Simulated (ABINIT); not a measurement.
# KRb2ScF6 (Fm-3m): G0W0 with ABINIT, start to end, part 3 of 3

Wanted: ground state, empty states, screening and self-energy for KRb2ScF6 (Fm-3m).

ABINIT 10.8.3; LDA and many-body steps on it, plane waves. Known limits of the many-body steps: not at the basis limit; no spin-orbit coupling; coarse k mesh.

So far. Step 4 (Empty states on the mesh, 2×2×2 mesh, 289 bands): On this mesh the gap is 6.248 eV. Step 5 (Screening, 2×2×2 mesh, 263 bands, screening to 130.6 eV): Local fields lower ε∞ by 10 %. On a Γ-centred mesh this coarse the value itself is usually too large, while a short band sum pulls it down.

### Step 6. Self-energy, 2×2×2 mesh, 263 bands, screening to 130.6 eV

The self-energy is evaluated for the states that the input lists, and the levels follow from it, in one-shot runs by the linearised quasiparticle equation.

This step: G0W0 on LDA, plane waves, norm-conserving pseudopotentials.

Contents of run.abi:

```
acell 3*1.0 Angstrom
rprim 
  0.000000000000 4.509500000000 4.509500000000
  4.509500000000 0.000000000000 4.509500000000
  4.509500000000 4.509500000000 0.000000000000
ntypat 4
znucl 19 37 21 9
natom 10
typat 1 2 2 3 4 4 4 4 4 4
xred 
  0.500000000000 0.500000000000 0.500000000000
  0.250000000000 0.250000000000 0.250000000000
  0.750000000000 0.750000000000 0.750000000000
  0.000000000000 -0.000000000000 0.000000000000
  0.780000000000 0.220000000000 0.220000000000
  0.220000000000 0.780000000000 0.220000000000
  0.220000000000 0.780000000000 0.780000000000
  0.780000000000 0.220000000000 0.780000000000
  0.220000000000 0.220000000000 0.780000000000
  0.780000000000 0.780000000000 0.220000000000
pp_dirpath "pseudos"
pseudos "K.upf, Rb.upf, Sc.upf, F.upf"
ecut 36
ngkpt 2 2 2
nshiftk 1
shiftk 0 0 0
kptopt 1
chksymbreak 0
istwfk *1
occopt 1
irdwfk 1
optdriver 4
nband 263
gwcalctyp 0
ecutsigx 36
symsigma 1
nkptgw 1
kptgw 
  0.0000000000 0.0000000000 0.0000000000
bdgw 
  38 44
ecuteps 4.8
irdscr 1
ppmodel 1
indata_prefix "in"
outdata_prefix "out"
tmpdata_prefix "tmp"
```

Launch:

```bash
> OMP_NUM_THREADS=1 mpirun -n 8 abinit run.abi > log
```

Numbers of over 12 decimals in the logs are rounded to 6 here.

Log:

```text
.Version 10.8.3 of ABINIT. v10.8.2 released Aug 2026.

 Symmetries : space group Fm -3 m (#225); Bravais cF (face-center cubic)
[... echo of the input left out ...]
== DATASET  1 ==================================================================
-   mpi_nproc: 8, omp_nthreads: 1 (-1 if OMP is not activated)

--- !DatasetInfo
iteration_state: {dtset: 1, }
dimensions: {natom: 10, nkpt: 3, mband: 263, nsppol: 1, nspinor: 1, nspden: 1, mpw: 12776, }
cutoff_energies: {ecut:  36.0, pawecutdg:  -1.0, }
electrons: {nelect:   8.00000000E+01, charge:   0.00000000E+00, occopt:   1.00000000E+00, tsmear:   1.00000000E-02, }

 SIGMA: Calculation of the GW corrections

 Based on a program developped by R.W. Godby, V. Olevano, G. Onida, and L. Reining.
 Incorporated in ABINIT by V. Olevano, G.-M. Rignanese, and M. Torrent.
.Using double precision arithmetic ; gwpc =  8

[... cell and pseudopotentials left out ...]
--------------------------------------------------------------------------------

 ==== K-mesh for the wavefunctions ====
 Number of points in the irreducible wedge :     3
[... list of points left out ...]
 Together with 48 symmetry operations and time-reversal symmetry
 yields     8 points in the full Brillouin Zone.

 ==== Q-mesh for screening function ====
 Number of points in the irreducible wedge :     3
[... list of points left out ...]
 Together with 48 symmetry operations and time-reversal symmetry
 yields     8 points in the full Brillouin Zone.

 vcoul_init : cutoff-mode = AUXILIARY_FUNCTION
 q-points for optical limit:   1
     1)      0.000010    0.000020    0.000030
 setmesh: FFT mesh size selected  =    72x   72x   72
          total number of points  =       373248

 Number of electrons calculated from density =   80.0000; Expected =   80.0000
 average of density, n =  0.064637
 r_s =    1.5458
 omega_plasma =   24.5242 [eV]

 === KS Band Gaps ===
  >>>> For spin  1
   Minimum direct gap =   6.2485 [eV], located at k-point      :   0.0000  0.0000  0.0000
   Fundamental gap    =   6.2485 [eV], Top of valence bands at :   0.0000  0.0000  0.0000
                                       Bottom of conduction at :   0.0000  0.0000  0.0000
 SIGMA fundamental parameters:
 PLASMON POLE MODEL  1
 number of plane-waves for SigmaX                12675
 number of plane-waves for SigmaC and W            609
 number of plane-waves for wavefunctions         12675
 number of bands                                   263
 number of independent spin polarizations            1
 number of spinorial components                      1
 number of k-points in IBZ                           3
 number of q-points in IBZ                           3
 number of symmetry operations                      48
 number of k-points in BZ                            8
 number of q-points in BZ                            8
 number of frequencies for dSigma/dE                 9
 frequency step for dSigma/dE [eV]                0.25
 number of omega for Sigma on real axis              0
 max omega for Sigma on real axis  [eV]           0.00
 zcut for avoiding poles [eV]                     0.10

 EPSILON^-1 parameters (SCR file):
 dimension of the eps^-1 matrix on file            609
 dimension of the eps^-1 matrix used               609
 number of plane-waves for wavefunctions         12675
 number of bands                                   263
 number of q-points in IBZ                           3
 number of frequencies                               2
 number of real frequencies                          1
 number of imag frequencies                          1

 matrix elements of self-energy operator (all in [eV])

 Perturbative Calculation

--- !SelfEnergy_ee
iteration_state: {dtset: 1, }
kpoint     : [   0.000,    0.000,    0.000, ]
spin       : 1
KS_gap     :    6.248
QP_gap     :    9.817
Delta_QP_KS:    3.569
data: !SigmaeeData |
     Band     E0 <VxcDFT>   SigX SigC(E0)      Z dSigC/dE  Sig(E)    E-E0       E
       38  -1.466 -22.167 -29.504   5.135   0.803  -0.245 -23.934  -1.768  -3.234
       39  -1.466 -22.167 -29.504   5.135   0.803  -0.245 -23.934  -1.768  -3.234
       40  -1.466 -22.167 -29.504   5.135   0.803  -0.245 -23.934  -1.768  -3.234
       41   4.782  -8.792  -4.068  -2.713   0.896  -0.116  -6.991   1.801   6.583
       42   6.042 -17.944  -9.843  -3.888   0.838  -0.194 -14.415   3.529   9.571
       43   6.042 -17.944  -9.843  -3.888   0.838  -0.194 -14.415   3.529   9.571
       44   6.042 -17.944  -9.843  -3.888   0.838  -0.194 -14.415   3.529   9.571

== END DATASET(S) ==============================================================
================================================================================

 -outvars: echo values of variables after computation  --------
           etotal      0.0000000000E+00
            nband         263
             nkpt           3
          spgroup         225
 [... the other variables as echoed above ...]

 Calculation completed.
```

The job ended after 31 s (8 MPI ranks of Intel Xeon Platinum 8259CL at 2.50GHz (Skylake/Cascade Lake), shared host; peak memory 3.4 GiB).

This step gave:

* G0W0 gap on the points computed: 9.817 eV
* starting gap on the mesh: 6.248 eV
* k of the valence top: 0, 0, 0
* k of the conduction bottom: 0, 0, 0
* Z at the valence top: 0.803
* Z at the conduction bottom: 0.896
* least direct G0W0 gap on the computed points: 9.817 eV

The gap on the mesh goes from 6.25 eV to 9.82 eV, a correction of +3.57 eV.

Limits: finite bands, cutoff and mesh; no spin-orbit coupling; coarse k mesh. v1 is the top filled band, c1 the lowest empty one. Levels before and after the correction, in eV, zero at the valence-band top of each column:

```csv
,conduction bottom,valence top
Kohn-Sham,6.25,0.00
G0W0,9.82,0.00
```

|  | level | energy (eV) |
| --- | --- | --- |
| Kohn-Sham | Γ v3-v1 | 0.000 |
| Kohn-Sham | Γ c1 | 6.248 |
| Kohn-Sham | Γ c2-c4 | 7.508 |
| G0W0 | Γ v3-v1 | 0.000 |
| G0W0 | Γ c1 | 9.817 |
| G0W0 | Γ c2-c4 | 12.805 |

### Step 7. Where the time went

Times are wall times on the hardware named with each run, good to a factor of about two.

| step | time | share | memory (GiB) |
| --- | --- | --- | --- |
| ground state | 1.8 min | 11 % | 1.3 |
| bands along the symmetry lines | 4.8 min | 32 % | 1.1 |
| empty states on the mesh | 5.9 min | 38 % | 0.56 |
| screening | 2.3 min | 15 % | 4.8 |
| self-energy | 31 s | 3 % | 3.4 |

### Step 8. Summary of results

| Item | Value |
| --- | --- |
| LDA gap | 6.25 eV, direct |
| G0W0 gap on the mesh | 9.82 eV |
| GW settings | 2×2×2 mesh, 263 bands, screening to 130.6 eV, Godby-Needs plasmon pole |
| known limits | not at the basis limit; no spin-orbit coupling; coarse k mesh |

In words: G0W0 moves the gap on the mesh from 6.25 eV to 9.82 eV (+3.57 eV), with Z of 0.80 and 0.90 at the edges. Local fields lower the RPA ε∞ on this mesh from 2.32 to 2.08; a Γ-centred mesh this coarse tends to raise both, most where the direct gap is narrow, while a short band sum lowers them. Only 1 of the mesh's irreducible points was corrected, so a valley elsewhere could overtake. Bands and cutoff are finite, so the gap is not at the basis limit. The miss can reach some tenths of an eV and take either sign; the mesh is an error of its own. In the G0W0 run levels were corrected at 1 k point alone, so a gap called «on the mesh» is the least over those, and an edge elsewhere would be missed. The 2×2×2 mesh is coarse for this cell, which bears on the long-range parts of exchange and screening. The many-body steps are scalar-relativistic: spin-orbit coupling is not in them.

[Paths, hosts, dates, memory and timing lines, banners, echoed tables and standing remarks are left out of the program output.]

[Logs are printed without paths, hosts, clocks, repeated set-up lines and the standing remarks that a program may print on its own settings, such as how far it seeks lower states.]

[Runs of the session that timed out or met a known fault of the program may be left out.]

[Hosts, paths, dates, database ids (printed as entryN), source tags and the programs' standing remarks are cut or masked in the printed files.]

[G0W0 gaps are taken among the corrected bands and points alone; a level outside them can change the order at an edge.]

[Where Ansatz stands beside ABINIT at settings called matched, ABINIT's density can come from a denser mesh and the files from another edition; pairs whose starting gaps differed by over 0.03 eV were left out, so agreement reads better than it is.]
